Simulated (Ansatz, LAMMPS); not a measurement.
# Site preference of Zn in place of Ga in Ga2O3 with crystalline order left by the classical run (100 atoms), part 2 of 3

At which site of Ga2O3 with crystalline order left by the classical run (100 atoms) does Zn in place of Ga cost least, and what about the site decides it?

Ansatz 0.2.0; Kohn-Sham DFT, LDA, PAW (set soft_1), plane waves.

The cell: 40 Ga and 60 O. The quench rate of 100 K/ps is many orders above laboratory rates. The network of bonds at the start is that of the classical potential that made the cell. Sampling is at Γ alone, for a cell whose shortest periodic width is 10 Å.

So far. Step 2 (Single point at the start): The r.m.s. force at the start is 0.37 eV/Å. Step 3 (Relaxation): The relaxation converged after 11 steps, 2.70 eV below its start, with a largest force component of 0.033 eV/Å.

### 5. Zn on a site of Ga, site Ga15

The site has 4 bonded neighbours (O4) at 1.86 Å on average, by cutoffs that count no bonds between two metal atoms or like ions. The change is made in the relaxed cell and the atoms are relaxed again, with spin allowed.

input.yaml reads:

```yaml
crystal:
  lattice:
    - [10.07124, 0.0, 0.0]
    - [0.0, 10.07124, 0.0]
    - [0.0, 0.0, 10.07124]
  atoms:
    [... atom lines 1 to 11 left out ...]
    - { symbol: Ga, position: [0.88503, 0.59637, 0.98103] }
    - { symbol: Ga, position: [0.64268, 0.35851, 0.93648] }
    - { symbol: Ga, position: [0.68434, 0.70556, 0.49457] }
    - { symbol: Zn, position: [0.38992, 0.72928, 0.30905], spin: 0.6 }
    - { symbol: Ga, position: [0.46265, 0.43318, 0.48565] }
    - { symbol: Ga, position: [0.69424, 0.10984, 0.07823] }
    - { symbol: Ga, position: [0.89604, 0.37278, 0.15] }
    [... atom lines 19 to 100 left out ...]
magnetization:
  spin_polarized: true
kpoints:
  mp_grid: { grid: [1, 1, 1] }
hamiltonian:
  xc: lda
  pseudopotentials: { kind: paw, azcp: { folder: soft_1 }, xc_functional: pbe }
scf:
  occupations: { method: fermi_dirac, width: 0.025 }
  lower_state_search: "off"
output:
  forces: true
  eigenvalues: true
relax:
  f_tol: 0.05
  max_steps: 90
```

Launch:

```
$ ansatz run input.yaml --threads 4 --pin off --max-ram 8192MiB --backend cpu --events-out ev --progress --plain --runs-dir out
```

Numbers of over 12 decimals in the logs are rounded to 6 here.

The program printed:

```text
[...]
Crystal: 100 atoms, lattice volume = 1021.525 Å³
Basis set: ecut = 420 eV, 20005 PW (Γ)
Bands: 541, of which v1, the nominal top of the filled ones, is band 440 counted from 1 (439 counted from 0)
Symmetry: 1 space group operations
[...]
k-points: 1
[...]
Starting moments: Σ|m| = 3 μB on 5 of 100 sites
[...]
SCF iter   1: F=—  HF=-181187.014194 eV  |F-HF|=—  |Δ(HF+E_count)|=         —  Δρ=6.05e-2 (↑5.76e-2 ↓6.05e-2)  dr2=6.25e1  dr2_m=1.41e0  M=0.829 μB ∫|m|=1.251 μB  β_m=0.30  ethr=3.10e-3  ⟨swp⟩=6.0  Hψ=3920  notcnv=0
[...]
spin=Collinear: Kerker preconditioning applied to the charge; magnetization (m = ρ↑ − ρ↓) channel mixes plain (no charge-response kernel on spin).
SCF iter   2: F=—  HF=-181177.205785 eV  |F-HF|=—  |Δ(HF+E_count)|=    9.81e0  Δρ=4.12e-2 (↑4.01e-2 ↓4.12e-2)  dr2=3.17e1  dr2_m=6.34e-1  M=0.999 μB ∫|m|=1.351 μB  β_m=0.30  ethr=3.10e-3  ⟨swp⟩=2.5  Hψ=1668  notcnv=0  defer=188
[...]
spin=Collinear: Resta preconditioning applied to the charge; magnetization (m = ρ↑ − ρ↓) channel mixes plain (no charge-response kernel on spin).
SCF iter   3: F=—  HF=-181166.164120 eV  |F-HF|=—  |Δ(HF+E_count)|=    1.10e1  Δρ=2.16e-2 (↑1.13e-2 ↓2.16e-2)  dr2=1.09e1  dr2_m=9.44e-1  M=0.711 μB ∫|m|=1.103 μB  β_m=0.30  ethr=3.10e-3  ⟨swp⟩=3.0  Hψ=1676  notcnv=0  defer=188
SCF iter   4: F=—  HF=-181164.741612 eV  |F-HF|=—  |Δ(HF+E_count)|=    1.42e0  Δρ=8.40e-3 (↑8.19e-3 ↓8.40e-3)  dr2=2.04e0  dr2_m=1.59e-1  M=0.999 μB ∫|m|=1.181 μB  β_m=0.30  ethr=1.24e-3  ⟨swp⟩=3.0  Hψ=1263  notcnv=0  defer=186
[...]
SCF iter  11: F=—  HF=-181164.451089 eV  |F-HF|=—  |Δ(HF+E_count)|=   2.45e-3  Δρ=1.28e-3 (↑6.37e-4 ↓1.28e-3)  dr2=1.96e-2  dr2_m=5.51e-3  M=0.997 μB ∫|m|=1.096 μB  β_m=0.30  ethr=2.27e-5  ⟨swp⟩=2.0  Hψ=1286  notcnv=0  defer=186
[...]
spin-set hold released at iteration 11 (site moments contracting): the magnetisation degrees of freedom join the quasi-Newton model from the next iteration; the mixer history was flushed
SCF iter  12: F=—  HF=-181164.454334 eV  |F-HF|=—  |Δ(HF+E_count)|=   3.24e-3  Δρ=1.59e-3 (↑5.25e-4 ↓1.59e-3)  dr2=3.73e-2  dr2_m=5.94e-3  M=0.998 μB ∫|m|=1.097 μB  β_m=0.30  ethr=2.23e-6  ⟨swp⟩=2.0  Hψ=1849  notcnv=0  defer=186
SCF iter  13: F=—  HF=-181164.454260 eV  |F-HF|=—  |Δ(HF+E_count)|=   7.45e-5  Δρ=1.28e-3 (↑4.04e-4 ↓1.28e-3)  dr2=2.42e-2  dr2_m=4.30e-3  M=0.998 μB ∫|m|=1.095 μB  β_m=0.21  ethr=2.23e-6  ⟨swp⟩=2.0  Hψ=1661  notcnv=0  defer=186
[...]
SCF iter  17: F=-181164.455316 eV  HF=-181164.455324 eV  |F-HF|=7.39e-6  |Δ(HF+E_count)|=   5.40e-6  Δρ=3.53e-5 (↑2.15e-5 ↓3.53e-5)  dr2=2.60e-5  dr2_m=3.57e-6  M=0.997 μB ∫|m|=1.089 μB  β_m=0.47  ethr=7.11e-9  ⟨swp⟩=11.0  Hψ=4561  notcnv=0
SCF iter  18: F=-181164.455327 eV  HF=-181164.455327 eV  |F-HF|=2.89e-7  |Δ(HF+E_count)|=   3.38e-6  Δρ=1.24e-5 (↑9.55e-6 ↓1.24e-5)  dr2=4.86e-6  dr2_m=2.69e-7  M=0.997 μB ∫|m|=1.089 μB  ethr=2.96e-9  ⟨swp⟩=2.0  Hψ=3285  notcnv=0
SCF 1 converged in 18 iterations: F = -181164.455327 eV  dr2 = 4.86e-6
[...]
relax step   1: F+E_penalty+E_count = -181164.45532667 eV  Δ(F+E_penalty+E_count) = +0.000e0 eV  max|allowed force component| = 1.491e0 eV/Å  Δτ_max = 0.0000 Å  (18 SCF iters, dr2 threshold 6.25e-5 eV, accepted)
[... from here on, the SCF cycles and remarks between the steps are left out ...]
relax step   2: F+E_penalty+E_count = -181164.67998331 eV  Δ(F+E_penalty+E_count) = -2.247e-1 eV  max|allowed force component| = 9.624e-1 eV/Å  Δτ_max = 0.0452 Å  (10 SCF iters, dr2 threshold 1.00e-4 eV, accepted)
relax step   3: F+E_penalty+E_count = -181164.84440932 eV  Δ(F+E_penalty+E_count) = -1.644e-1 eV  max|allowed force component| = 1.815e-1 eV/Å  Δτ_max = 0.0639 Å  (12 SCF iters, dr2 threshold 5.79e-5 eV, accepted)
relax step   4: F+E_penalty+E_count = -181164.86219417 eV  Δ(F+E_penalty+E_count) = -1.778e-2 eV  max|allowed force component| = 1.304e-1 eV/Å  Δτ_max = 0.0206 Å  (15 SCF iters, accepted)
relax step   5: F+E_penalty+E_count = -181164.87276984 eV  Δ(F+E_penalty+E_count) = -1.058e-2 eV  max|allowed force component| = 6.540e-2 eV/Å  Δτ_max = 0.0191 Å  (15 SCF iters, accepted)
relax step   6: F+E_penalty+E_count = -181164.88226241 eV  Δ(F+E_penalty+E_count) = -9.493e-3 eV  max|allowed force component| = 6.483e-2 eV/Å  Δτ_max = 0.0327 Å  (14 SCF iters, accepted)
relax step   7: F+E_penalty+E_count = -181164.89039189 eV  Δ(F+E_penalty+E_count) = -8.129e-3 eV  max|allowed force component| = 6.333e-2 eV/Å  Δτ_max = 0.0441 Å  (13 SCF iters, accepted)
relax step   8: F+E_penalty+E_count = -181164.89661524 eV  Δ(F+E_penalty+E_count) = -6.223e-3 eV  max|allowed force component| = 1.317e-1 eV/Å  Δτ_max = 0.0852 Å  (10 SCF iters, dr2 threshold 3.83e-6 eV, accepted)
relax step   9: F+E_penalty+E_count = -181164.90564004 eV  Δ(F+E_penalty+E_count) = -9.025e-3 eV  max|allowed force component| = 8.113e-2 eV/Å  Δτ_max = 0.0143 Å  (7 SCF iters, dr2 threshold 1.66e-5 eV, accepted)
relax step  10: F+E_penalty+E_count = -181164.91180694 eV  Δ(F+E_penalty+E_count) = -6.167e-3 eV  max|allowed force component| = 5.653e-2 eV/Å  Δτ_max = 0.0298 Å  (10 SCF iters, accepted)
relax step  11: F+E_penalty+E_count = -181164.91432646 eV  Δ(F+E_penalty+E_count) = -2.520e-3 eV  max|allowed force component| = 7.270e-2 eV/Å  Δτ_max = 0.0492 Å  (10 SCF iters, accepted)
relax step  12: F+E_penalty+E_count = -181164.91630717 eV  Δ(F+E_penalty+E_count) = -1.981e-3 eV  max|allowed force component| = 3.800e-2 eV/Å  Δτ_max = 0.0194 Å  (7 SCF iters, dr2 threshold 2.57e-6 eV, accepted)
relax step  13: F+E_penalty+E_count = -181164.91630732 eV  Δ(F+E_penalty+E_count) = -1.537e-7 eV  max|allowed force component| = 3.811e-2 eV/Å  Δτ_max = 0.0000 Å  (4 SCF iters, accepted)
SCF converged after 4 iterations
Magnetization: 0.9987 μB (439.9993 up, 439.0007 down)
Absolute magnetization: 1.1299 μB (∫|ρ↑−ρ↓|, with the PAW one-centre terms)
[...]
Per-site moments (μB) at R_I (Å): [(9.88893054626896e-5, 0.774874), (-2.696845877396114e-5, 0.783893), (-2.5030316961032696e-5, 0.762772), (-1.2134935521297138e-5, 0.760596), (-0.000310267, 0.760397), [...]
Free energy (F): -181164.916307 eV
[...]
Internal energy: -181164.915638 eV  (E = F + TS)
E sigma→0 (E₀):  -181164.915972 eV
Entropy (-TS):   -0.000670 eV (-0.007 meV/atom)
Fermi energy:    8.594780 eV
[...]
Σ components = -181164.916307   (vs F -181164.916307, Δ=0.00e0)
--- Forces (eV/Å), atoms counted from 1 ---
  atom   1  Ga     0.00618083     0.01532783     0.01642066
  atom   2  Ga    -0.00433705    -0.00213811    -0.00047984
  atom   3  Ga     0.00303331    -0.00109154    -0.00131215
  atom   4  Ga    -0.00250194    -0.00463819    -0.00306559
[...]
atom 100  O      0.00123445    -0.00242400     0.00306317
  max |Σ_I F_I| component: 6.98e-5 eV/Å
--- Band table (eV) ---
[...]
--- Relaxed structure (13 steps of the walk, 13 accepted, 0 SCFs on fresh bases) ---
  F+E_penalty+E_count = -181164.91630732 eV   max|allowed force component| = 3.811e-2 eV/Å
  atoms:
    - { symbol: Ga, position: [0.644875, 0.903444, 0.697760] }
    - { symbol: Ga, position: [0.400796, 0.238538, 0.029015] }
    - { symbol: Ga, position: [0.402594, 0.630802, 1.003171] }
    - { symbol: Ga, position: [0.912864, 0.475560, 0.426893] }
[...]
- { symbol: O, position: [0.972546, 0.411740, 0.968270] }
```

Elapsed: 5.8 min, on 4 threads of Intel Xeon Platinum 8488C (Sapphire Rapids), shared host; peak memory 2.9 GiB.

The relaxation converged after 13 steps, 0.461 eV below its start, with a largest force component of 0.038 eV/Å.

A closer look about the Zn atom, after relaxation: 10 atoms, nearest first, numbered in the order of the input, with positions taken from that point.

| atom | x | y | z | distance (Å) | bonds | moment (μB) |
| --- | --- | --- | --- | --- | --- | --- |
| Zn15 | 0.00 | 0.00 | 0.00 | 0.00 | 4 | 0.01 |
| O67 | -0.78 | 1.45 | -0.83 | 1.85 | 3 | 0.01 |
| O48 | -0.72 | -0.70 | 1.61 | 1.90 | 3 | 0.09 |
| O44 | 1.92 | 0.11 | 0.23 | 1.94 | 4 | 0.00 |
| O60 | -0.79 | -1.43 | -1.38 | 2.14 | 4 | 0.00 |
| O52 | -2.93 | 0.19 | 0.18 | 2.94 | 3 | 0.00 |
| O46 | 1.77 | -0.61 | -2.36 | 3.01 | 3 | 0.00 |
| Ga22 | -2.70 | -1.14 | -1.08 | 3.12 | 4 | 0.00 |
| O92 | 1.11 | 2.85 | 0.74 | 3.15 | 3 | 0.00 |
| O49 | 1.62 | -2.70 | -0.16 | 3.15 | 4 | 0.00 |

The column of bonds counts only the pairs O-Ga within 2.48 Å, O-Zn within 2.20 Å; other neighbours, such as metal atoms beside each other in a compound, aren't counted, and periodic images can show an atom twice.

The largest move is 0.28 Å, by O91.

### 6. Zn on a site of Ga, site Ga3

The site has 6 bonded neighbours (O6) at 2.04 Å on average. 

Input and log are left out; they have the form of those shown for this kind of step.

Run time: 5.3 min. Hardware: 4 threads of Intel Xeon Platinum 8488C (Sapphire Rapids), shared host; peak memory 2.9 GiB.

The relaxation converged after 12 steps, 0.743 eV below its start, with a largest force component of 0.030 eV/Å.

### 7. Zn on a site of Ga, site Ga19

The site has 6 bonded neighbours (O6) at 1.98 Å on average. 

Input and log are left out; they have the form of those shown for this kind of step.

Wall time 3.6 min (4 threads of Intel Xeon Platinum 8488C (Sapphire Rapids), shared host); peak memory 3 GiB; 14 min of CPU time.

The relaxation converged after 7 steps, 0.167 eV below its start, with a largest force component of 0.019 eV/Å.

A closer look about the Zn atom, after relaxation: 10 atoms, nearest first, numbered in the order of the input, with positions taken from that point.

```csv
atom,x,y,z,distance (Å),bonds,moment (μB)
Zn19,0.00,0.00,0.00,0.00,6,0.11
O89,1.12,-0.06,-1.53,1.90,2,0.37
O99,1.11,1.09,1.22,1.98,4,0.01
O74,0.86,-1.75,0.55,2.02,4,0.08
O69,-1.16,-0.08,1.67,2.03,3,0.13
O53,-1.71,-0.94,-0.73,2.08,5,0.03
O55,-1.19,1.79,-0.35,2.18,4,0.02
Ga30,-0.53,-2.58,-0.60,2.71,6,0.00
Ga39,-0.58,1.75,2.11,2.80,5,0.00
Ga28,-2.48,0.75,-1.41,2.95,6,0.00
```

The column of bonds counts only the pairs O-Ga within 2.38 Å, O-Zn within 2.50 Å; other neighbours, such as metal atoms beside each other in a compound, aren't counted, and periodic images can show an atom twice.

The largest move is 0.12 Å, by Ga6.

(Part 2 of 3 ends here.)

[Logs are printed without paths, hosts, clocks, repeated set-up lines and the standing remarks that a program may print on its own settings, such as how far it seeks lower states.]

[Hosts, paths, dates, database ids (printed as entryN), source tags and the programs' standing remarks are cut or masked in the printed files.]
